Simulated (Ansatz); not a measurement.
# The perfect Ni wire along [110], 8 atoms a period, part 2 of 2

What gap, if any, does the Ni wire along [110], 8 atoms a period have, and how many channels would it open?

Ansatz 0.2.0; DFT PBE, plane waves, PAW; relaxation of a wire's period; PAW set soft_1 (the session's first sound run).

So far: The starting structure; Relaxing the period.

### Step 2. Relaxing the period (continued)

The steps of the relaxation:

```
step  energy less that of the first step (eV)  largest force component (eV/Å)  pressure (GPa)  volume (Å³)
   1                                   0.0000                          0.9385           -3.88       302.54
   2                                  -0.4166                          0.5571           -2.02       296.61
   3                                  -0.5800                          0.2273            1.05       288.19
   4                                  -0.6135                          0.1884            0.39       288.81
   5                                  -0.6289                          0.0288           -0.08       289.93
  6*                                  -0.6255                          0.0287           -0.07       289.93
```

Relaxation steps marked * repeat the geometry before them on a plane-wave basis chosen anew for their cell, so energy and pressure can jump there.

The run keeps the 8 symmetry operations that it works with, so distortions that break them were not tested.

```
cell as run  before  after  change
      c (Å)   2.489  2.385  -4.2 %
```

The atoms that moved most (Å, along periodic axes as changes of fractional coordinates times the final cell, across vacuum about the mean position):

```
atom      dx      dy     dz  length
 Ni1  -0.104  -0.195  0.000   0.221
 Ni3   0.104  -0.195  0.000   0.221
 Ni7  -0.104   0.195  0.000   0.221
 Ni8   0.104   0.195  0.000   0.221
 Ni5   0.000  -0.130  0.000   0.130
 Ni6   0.000   0.130  0.000   0.130
 Ni2   0.105   0.000  0.000   0.105
 Ni4  -0.105   0.000  0.000   0.105
```

The relaxed structure:

```cif
data_structure
_symmetry_space_group_name_H-M 'P 1'
_symmetry_Int_Tables_number 1
_cell_length_a 10.3200
_cell_length_b 11.7780
_cell_length_c 2.3853
_cell_angle_alpha 90.000
_cell_angle_beta 90.000
_cell_angle_gamma 90.000
_cell_volume 289.93
loop_
_atom_site_label
_atom_site_type_symbol
_atom_site_fract_x
_atom_site_fract_y
_atom_site_fract_z
_atom_site_occupancy
Ni1 Ni 0.31940 0.69474 0.00000 1
Ni2 Ni 0.33962 0.50000 0.00000 1
Ni3 Ni 0.68060 0.69474 0.00000 1
Ni4 Ni 0.66038 0.50000 0.00000 1
Ni5 Ni 0.50000 0.38328 0.50000 1
Ni6 Ni 0.50000 0.61672 0.50000 1
Ni7 Ni 0.31940 0.30526 0.00000 1
Ni8 Ni 0.68060 0.30526 0.00000 1
```

This step gave:

| Item | Value |
| --- | --- |
| energy at zero smearing | -46709.4743 eV |
| total moment | 6.105 μB |
| absolute moment | 6.841 μB |
| cell length along the wire | 2.385 Å |

Site moment by atom:

```
atom  site moment (μB)
 Ni1             0.818
 Ni2             0.819
 Ni3             0.818
 Ni4             0.819
 Ni5             0.704
 Ni6             0.704
 Ni7             0.818
 Ni8             0.818
```

The cell's length comes to 2.385 Å with an absolute moment of 6.84 μB a cell.

### Step 3. Bands of the perfect wire

This step: DFT PBE, plane waves, PAW; bands of a perfect wire; PAW set soft_1 (Ansatz 0.2.0).

At the relaxed period the bands are computed along the axis; those that cross an energy going forward count the channels that a perfect wire would open there.

The input, input.yaml:

```yaml
crystal:
  lattice:
    - [10.32, 0.0, 0.0]
    - [0.0, 11.778, 0.0]
    - [0.0, 0.0, 2.3853045395]
  atoms:
    - { symbol: Ni, position: [0.319399677, 0.694740307, 0.0], spin: 0.82 }
    - { symbol: Ni, position: [0.339623481, 0.5, 0.0], spin: 0.82 }
    - { symbol: Ni, position: [0.680600323, 0.694740307, 0.0], spin: 0.82 }
    - { symbol: Ni, position: [0.660376519, 0.5, 0.0], spin: 0.82 }
    - { symbol: Ni, position: [0.5, 0.383275673, 0.5], spin: 0.7 }
    - { symbol: Ni, position: [0.5, 0.616724327, 0.5], spin: 0.7 }
    - { symbol: Ni, position: [0.319399677, 0.305259693, 0.0], spin: 0.82 }
    - { symbol: Ni, position: [0.680600323, 0.305259693, 0.0], spin: 0.82 }
magnetization:
  spin_polarized: true
kpoints:
  mp_grid: { grid: [1, 1, 34] }
  band_path: { path: ["Γ", Z], npoints: 90 }
scf:
  occupations: { method: fermi_dirac, width: 0.05 }
hamiltonian:
  xc: pbe
  pseudopotentials: { kind: paw, azcp: { folder: soft_1 } }
output:
  dos: { e_range: [-5, 4] }
  write_potential: true
  write_density: true
  volumetric_format: npy
```

Started as:

```console
$ ansatz run input.yaml --threads 4 --pin off --max-ram 16384MiB --backend cpu --events-out ev --progress --plain --runs-dir out
```

Numbers of over 12 decimals in the logs are rounded to 6 here.

The program printed:

```text
[...]
Crystal: 8 atoms, lattice volume = 289.931 Å³
Basis set: ecut = 420 eV, 5599 PW (Γ)
Bands: 91, of which v1, the nominal top of the filled ones, is band 72 counted from 1 (71 counted from 0)
Symmetry: 8 space group operations
[...]
k-points: 18 of 34
[...]
Starting moments: Σ|m| = 6.32 μB on 8 of 8 sites
[...]
SCF iter   1: F=—  HF=-46701.652550 eV  |F-HF|=—  |Δ(HF+E_count)|=         —  Δρ=2.80e-2 (↑2.80e-2 ↓2.17e-2)  dr2=1.53e1  dr2_m=9.47e-1  M=6.991 μB ∫|m|=7.294 μB  β_m=0.30  ethr=3.10e-3  ⟨swp⟩=8.2  Hψ=15496  notcnv=0  defer=54
[...]
SCF iter  15: F=-46709.533946 eV  HF=-46709.533946 eV  |F-HF|=2.49e-8  |Δ(HF+E_count)|=   1.27e-9  Δρ=2.71e-6 (↑5.46e-7 ↓2.71e-6)  dr2=2.83e-8  dr2_m=3.63e-9  M=6.046 μB ∫|m|=6.795 μB  ethr=1.74e-11  ⟨swp⟩=11.2  Hψ=13475  notcnv=0
SCF 1 converged in 15 iterations: F = -46709.533946 eV  dr2 = 2.83e-8
[...]
WARN: The output density's exchange-correlation potential varies sharply where the density is thin. Do not read a vacuum level from v_tot or v_xc, or from such a field of the output density. On a cell that repeats whose density bears no net charge and no dipole along the vacuum's axis use v_es (v_loc + v_h of the components); under efield.dipole_correction with no amplitude use v_es + v_field, which holds any externa [...]
NSCF: frozen V_eff on 91 k-points
SCF converged after 15 iterations
Magnetization: 6.0461 μB (75.0230 up, 68.9770 down)
Absolute magnetization: 6.8027 μB (∫|ρ↑−ρ↓|, with the PAW one-centre terms)
[...]
Per-site moments (μB) at R_I (Å): [(0.813082, 0.950040), (0.814671, 0.950040), (0.813082, 0.950040), (0.814671, 0.950040), (0.695252, 0.983938), (0.695252, 0.983938), (0.813082, 0.950040), (0.813082, 0.950040)]
Free energy (F): -46709.533946 eV
[...]
Internal energy: -46709.417388 eV  (E = F + TS)
E sigma→0 (E₀):  -46709.475667 eV
Entropy (-TS):   -0.116559 eV (-14.570 meV/atom)
Fermi energy:    2.398130 eV
[...]
--- Band table (eV; the first three rows and the last of 36) ---
  k-point 0 ↑: bands = [... 68 lower, 1.5164, 1.5722, 1.6680, 1.7432, 1.8175, 1.8457, 1.8460, 1.8581, ... 15 higher]
  k-point 1 ↑: bands = [... 68 lower, 1.5242, 1.5837, 1.6502, 1.7315, 1.8023, 1.8091, 1.8472, 1.8907, ... 15 higher]
  k-point 2 ↑: bands = [... 68 lower, 1.5452, 1.5975, 1.6056, 1.7053, 1.7534, 1.7670, 1.8115, 1.8232, ... 15 higher]
  k-point 17 ↓: bands = [... 68 lower, 2.7233, 2.8374, 3.0987, 3.1184, 3.8802, 4.2809, 4.6817, 5.4650, ... 15 higher]
```

Elapsed: 42 s, on 4 threads of Intel Xeon Platinum 8375C at 2.90GHz (Ice Lake), shared host; peak memory 2.3 GiB.

This step gave:

* energy at zero smearing: -46709.4757 eV
* total moment: 6.046 μB
* absolute moment: 6.803 μB
* band gap: 0 eV

Between Γ and Z the bands cross the Fermi level 20 times, so a perfect wire would conduct at least 10 G₀, with an absolute moment of 6.80 μB a cell.

### Step 4. What came out

| Quantity | Value |
| --- | --- |
| cell length, PBE | 2.385 Å |
| absolute moment, PBE | 6.80 μB |
| ballistic conductance by band crossings, a lower bound, PBE | 10 G₀ |

What this shows: Under PBE the cell's length is 2.39 Å, the absolute moment is 6.80 μB a cell, and the bands cross the Fermi level 20 times between Γ and Z, which gives a perfect wire at least 10 G₀ (opposite crossings within one step of the path cancel in such a count). In the perfect wire the moments were started parallel, and no opposed start was run. No search over magnetic orders was made; another may lie lower.

[Logs are printed without paths, hosts, clocks, repeated set-up lines and the standing remarks that a program may print on its own settings, such as how far it seeks lower states.]

[Hosts, paths, dates, database ids (printed as entryN), source tags and the programs' standing remarks are cut or masked in the printed files.]
